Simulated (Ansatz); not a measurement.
# La3AlN (Pm-3m): Grüneisen parameters, part 2 of 2

Wanted: mode Grüneisen parameters of La3AlN (Pm-3m).

Ansatz 0.2.0; DFT PBEsol, scalar-relativistic, plane waves, PAW; PAW set soft_1.

So far, highest frequency on path, mesh or solved points (cm⁻¹): step 2 (phonons on a q mesh) 386; step 4 (phonons at the other volume, volume ratio 0.97) 406.

### 6. Phonons at the other volume, volume ratio 1.03

The phonons are repeated at this volume on the same meshes, so that differences come from the volume alone.

The input, input.yaml:

```yaml
crystal:
  lattice:
    - [5.0772431586, 0.0, 0.0]
    - [0.0, 5.0772431586, 0.0]
    - [0.0, 0.0, 5.0772431586]
  atoms:
    - { symbol: La, position: [0.5, 0.5, 0.0] }
    - { symbol: La, position: [0.0, 0.5, 0.5] }
    - { symbol: La, position: [0.5, 0.0, 0.5] }
    - { symbol: Al, position: [0.0, 0.0, 0.0] }
    - { symbol: "N", position: [0.5, 0.5, 0.5] }
kpoints:
  mp_grid: { grid: [8, 8, 8] }
hamiltonian:
  xc: pbesol
  pseudopotentials: { kind: paw, azcp: { folder: soft_1 }, xc_functional: pbe }
scf:
  occupations: { method: methfessel_paxton, width: 0.2 }
output:
  eigenvalues: true
phonons:
  method: dfpt
  qmesh: [2, 2, 2]
  temperatures: { t_max: 1000, t_step: 50 }
  qpath:
    path:
      - [[0.0, 0.0, 0.0], [0.0, 0.5, 0.0], [0.5, 0.5, 0.0], [0.0, 0.0, 0.0], [0.5, 0.5, 0.5], [0.0, 0.5, 0.0]]
      - [[0.5, 0.5, 0.5], [0.5, 0.5, 0.0]]
    npoints: 10
```

Launch:

```sh
> ansatz run input.yaml --threads 4 --pin off --max-ram 10240MiB --backend cpu --events-out ev --progress --plain --runs-dir out
```

Log:

```text
[...]
Crystal: 5 atoms, lattice volume = 130.883 Å³
Basis set: ecut = 420 eV, 2517 PW (Γ), exchange–correlation on 72×72×72 points (8 copies of the dense FFT grid, shifted against one another)
Bands: 26, of which v1, the nominal top of the filled ones, is band 21 counted from 1 (20 counted from 0)
Symmetry: 48 space group operations
k-points: 35 of 512
[...]
k-point 34: bands = [... 17 lower, 10.7887, 10.7887, 10.7887, 11.1766, 11.1766, 11.1766, 12.0073, 12.0073, ... 1 higher]
[...]
ASR residual: 5.443e-5 → 0.000e0 eV/Å²; symmetrization residual: 1.295e-6 eV/Å²
  ASR residual per site (eV/Å²): 1.03e-5 1.03e-5 1.03e-5 4.78e-6 5.44e-5
[...]
--- Phonons (arbitrary-q DFPT): 4 irreducible q on the 2×2×2 mesh ---
[...]
interpolated dispersion: 62 rows × 15 modes
[...]
[key lines of the parts left out:]
SCF converged after 11 iterations
Free energy (F): -19391.362925 eV
Fermi energy:    10.423142 eV
```

Wall time 7.1 min (4 threads of Arm Neoverse V1, shared host); peak memory 1.6 GiB.

This step gave:

| Quantity | Value |
| --- | --- |
| sum-rule residual before enforcement | 5.44e-5 eV/Å² |
| highest frequency on path, mesh or solved points | 367 cm⁻¹ |
| mean frequency | 146.9 cm⁻¹ |
| Debye temperature (second moment) | 323 K |
| logarithmic mean frequency | 121.4 cm⁻¹ |
| highest optical mode at the zone centre (no LO-TO term) | 309.4 cm⁻¹ |
| lowest optical zone-centre mode | 74.68 cm⁻¹ |
| lowest mode on the q mesh (acoustic modes at Γ apart) | 29.55 cm⁻¹ |
| zero-point energy per atom | 27.31 meV |
| heat capacity at 300 K | 23.61 J/(mol atoms K) |
| vibrational entropy at 300 K | 39.13 J/(mol atoms K) |
| edges of the widest gap between branches, on path and mesh | 185.8, 246.3 cm⁻¹ |

The highest optical mode at the zone centre (no LO-TO term) is 309.4 cm⁻¹, -17.0 cm⁻¹ against the base run.

### 7. Grüneisen parameters

The Grüneisen parameter of a mode is minus the logarithmic change of its frequency with volume, −d ln ω / d ln V; weighted by heat capacity it gives the expansion.

This step gave:

| Item | Value |
| --- | --- |
| bulk modulus | 72 GPa |

Phonon branches along the path, in cm⁻¹:

| point | branch 1 | branch 2 | branch 3 | branch 4 | branch 12 | branch 13 | branch 14 | branch 15 |
| --- | --- | --- | --- | --- | --- | --- | --- | --- |
| Γ | 0 | 0 | 0 | 73 | 148 | 326 | 326 | 326 |
| halfway | 37 | 37 | 65 | 71 | 167 | 308 | 308 | 357 |
| X | 59 | 59 | 70 | 74 | 184 | 288 | 288 | 386 |
| halfway | 51 | 66 | 70 | 76 | 177 | 277 | 331 | 378 |
| M | 33 | 77 | 77 | 77 | 175 | 265 | 370 | 370 |
| halfway | 49 | 50 | 67 | 74 | 168 | 292 | 344 | 344 |
| Γ | 0 | 0 | 0 | 73 | 148 | 326 | 326 | 326 |
| halfway | 52 | 52 | 56 | 85 | 169 | 333 | 333 | 334 |
| R | 28 | 28 | 28 | 102 | 193 | 359 | 359 | 359 |
| halfway | 47 | 53 | 55 | 87 | 171 | 322 | 324 | 372 |
| X | 59 | 59 | 70 | 74 | 184 | 288 | 288 | 386 |
| jump to R | 28 | 28 | 28 | 102 | 193 | 359 | 359 | 359 |
| halfway | 31 | 48 | 48 | 97 | 179 | 314 | 365 | 365 |
| M | 33 | 77 | 77 | 77 | 175 | 265 | 370 | 370 |

The same for volume x 0.97:

| point | branch 1 | branch 2 | branch 3 | branch 4 | branch 12 | branch 13 | branch 14 | branch 15 |
| --- | --- | --- | --- | --- | --- | --- | --- | --- |
| Γ | 0 | 0 | 0 | 71 | 158 | 344 | 344 | 344 |
| X | 60 | 60 | 70 | 73 | 192 | 307 | 307 | 406 |
| M | 32 | 77 | 77 | 78 | 184 | 284 | 390 | 390 |
| Γ | 0 | 0 | 0 | 71 | 158 | 344 | 344 | 344 |
| R | 25 | 25 | 25 | 104 | 201 | 379 | 379 | 379 |
| X | 60 | 60 | 70 | 73 | 192 | 307 | 307 | 406 |
| R | 25 | 25 | 25 | 104 | 201 | 379 | 379 | 379 |
| M | 32 | 77 | 77 | 78 | 184 | 284 | 390 | 390 |

The same for volume x 1.03:

| point | branch 1 | branch 2 | branch 3 | branch 4 | branch 12 | branch 13 | branch 14 | branch 15 |
| --- | --- | --- | --- | --- | --- | --- | --- | --- |
| Γ | 0 | 0 | 0 | 75 | 140 | 309 | 309 | 309 |
| X | 58 | 58 | 69 | 75 | 177 | 270 | 270 | 367 |
| M | 34 | 76 | 76 | 77 | 166 | 246 | 351 | 351 |
| Γ | 0 | 0 | 0 | 75 | 140 | 309 | 309 | 309 |
| R | 30 | 30 | 30 | 95 | 186 | 340 | 340 | 340 |
| X | 58 | 58 | 69 | 75 | 177 | 270 | 270 | 367 |
| R | 30 | 30 | 30 | 95 | 186 | 340 | 340 | 340 |
| M | 34 | 76 | 76 | 77 | 166 | 246 | 351 | 351 |

Mode Grueneisen parameter -dln(w)/dln(V), modes matched by rank; at Γ the acoustic branches take the value of a neighbouring point of the path. Mode grüneisen parameters along the path, in :

| point | branch 1 | branch 2 | branch 3 | branch 4 | branch 12 | branch 13 | branch 14 | branch 15 |
| --- | --- | --- | --- | --- | --- | --- | --- | --- |
| Γ | 0.00 | 0.00 | 1.64 | -0.94 | 2.05 | 1.77 | 1.77 | 1.77 |
| halfway | 0.04 | 0.04 | 1.44 | -0.37 | 1.66 | 1.92 | 1.92 | 1.70 |
| X | 0.34 | 0.34 | 0.19 | -0.50 | 1.37 | 2.13 | 2.13 | 1.66 |
| halfway | -0.36 | 0.33 | 0.83 | -0.07 | 1.53 | 2.25 | 1.87 | 1.71 |
| M | -0.90 | 0.26 | 0.26 | 0.11 | 1.73 | 2.40 | 1.76 | 1.76 |
| halfway | 0.68 | 0.13 | 0.02 | 0.47 | 1.73 | 2.07 | 1.79 | 1.77 |
| Γ | 0.00 | 1.44 | 1.31 | -0.94 | 2.05 | 1.77 | 1.77 | 1.77 |
| halfway | 0.68 | 0.68 | -0.53 | 0.14 | 1.78 | 1.85 | 1.85 | 1.86 |
| R | -2.89 | -2.89 | -2.89 | 1.48 | 1.31 | 1.84 | 1.84 | 1.84 |
| halfway | -0.54 | -0.25 | 0.42 | 0.75 | 1.57 | 1.94 | 1.92 | 1.75 |
| X | 0.34 | 0.34 | 0.19 | -0.50 | 1.37 | 2.13 | 2.13 | 1.66 |
| jump to R | -2.89 | -2.89 | -2.89 | 1.48 | 1.31 | 1.84 | 1.84 | 1.84 |
| halfway | -1.70 | -0.38 | -0.38 | 0.83 | 1.30 | 2.00 | 1.80 | 1.80 |
| M | -0.90 | 0.26 | 0.26 | 0.11 | 1.73 | 2.40 | 1.76 | 1.76 |

(dS/dlnV)/C_V. The thermodynamic Grueneisen parameter by temperature:

| temperature (K) | thermodynamic Grueneisen parameter |
| --- | --- |
| 50 | 0.467 |
| 100 | 0.757 |
| 150 | 0.871 |
| 200 | 0.925 |
| 250 | 0.952 |
| 300 | 0.968 |
| 350 | 0.978 |
| 400 | 0.985 |
| 450 | 0.989 |
| 500 | 0.993 |
| 550 | 0.995 |
| 600 | 0.997 |
| 650 | 0.999 |
| 700 | 1 |
| 750 | 1.00 |
| 800 | 1.00 |
| 850 | 1.00 |
| 900 | 1.00 |
| 950 | 1.00 |
| 1000 | 1.00 |

Gamma C_V/(B V) at the static volume. Table of volume expansion by temperature:

| temperature (K) | volume expansion (1e-6/K) |
| --- | --- |
| 50 | 4.25 |
| 100 | 11.7 |
| 150 | 16.1 |
| 200 | 18.4 |
| 250 | 19.8 |
| 300 | 20.6 |
| 350 | 21.2 |
| 400 | 21.5 |
| 450 | 21.8 |
| 500 | 22.0 |
| 550 | 22.1 |
| 600 | 22.2 |
| 650 | 22.3 |
| 700 | 22.4 |
| 750 | 22.4 |
| 800 | 22.4 |
| 850 | 22.5 |
| 900 | 22.5 |
| 950 | 22.6 |
| 1000 | 22.6 |

### 8. Results

* bulk modulus: 72 GPa
* thermodynamic Grüneisen parameter at 300 K: 0.968
* volume expansion at 300 K, estimated: 20.62 × 10⁻⁶ K⁻¹

In words: By this estimate the volume grows by 20.6 × 10⁻⁶ per kelvin at 300 K. The highest optical mode at Γ goes from 344 to 309 cm⁻¹ as the cell grows, a Grüneisen parameter of 1.77. Mode parameters on the path run from -2.9 to 2.4, with a median of 1.3. Modes with negative values stiffen as the cell grows and pull against the expansion. Branches are matched by rank, so values near crossings are rough. The expansion is the Grüneisen estimate at the static volume, with the static bulk modulus. With no gap, or one that is small against the smearing, the frequencies hang on the k mesh and the smearing, most of all near Kohn anomalies. The phonon runs are without spin polarisation, although the cell has an odd electron count. Spin-orbit coupling is left out, which can matter for the heavy elements here. The PAW files were made for PBE and serve the other functionals too. A phonon run warned that its eigensolver left some bands unconverged in a pass.

[Long decimals in the printed logs are rounded to 6 places.]

[Logs are printed without paths, hosts, clocks, repeated set-up lines and the standing remarks that a program may print on its own settings, such as how far it seeks lower states.]

[Hosts, paths, dates, database ids (printed as entryN), source tags and the programs' standing remarks are cut or masked in the printed files.]

[Where the starting crystal was built by hand or by swapping elements, it need not be the compound's stable phase.]
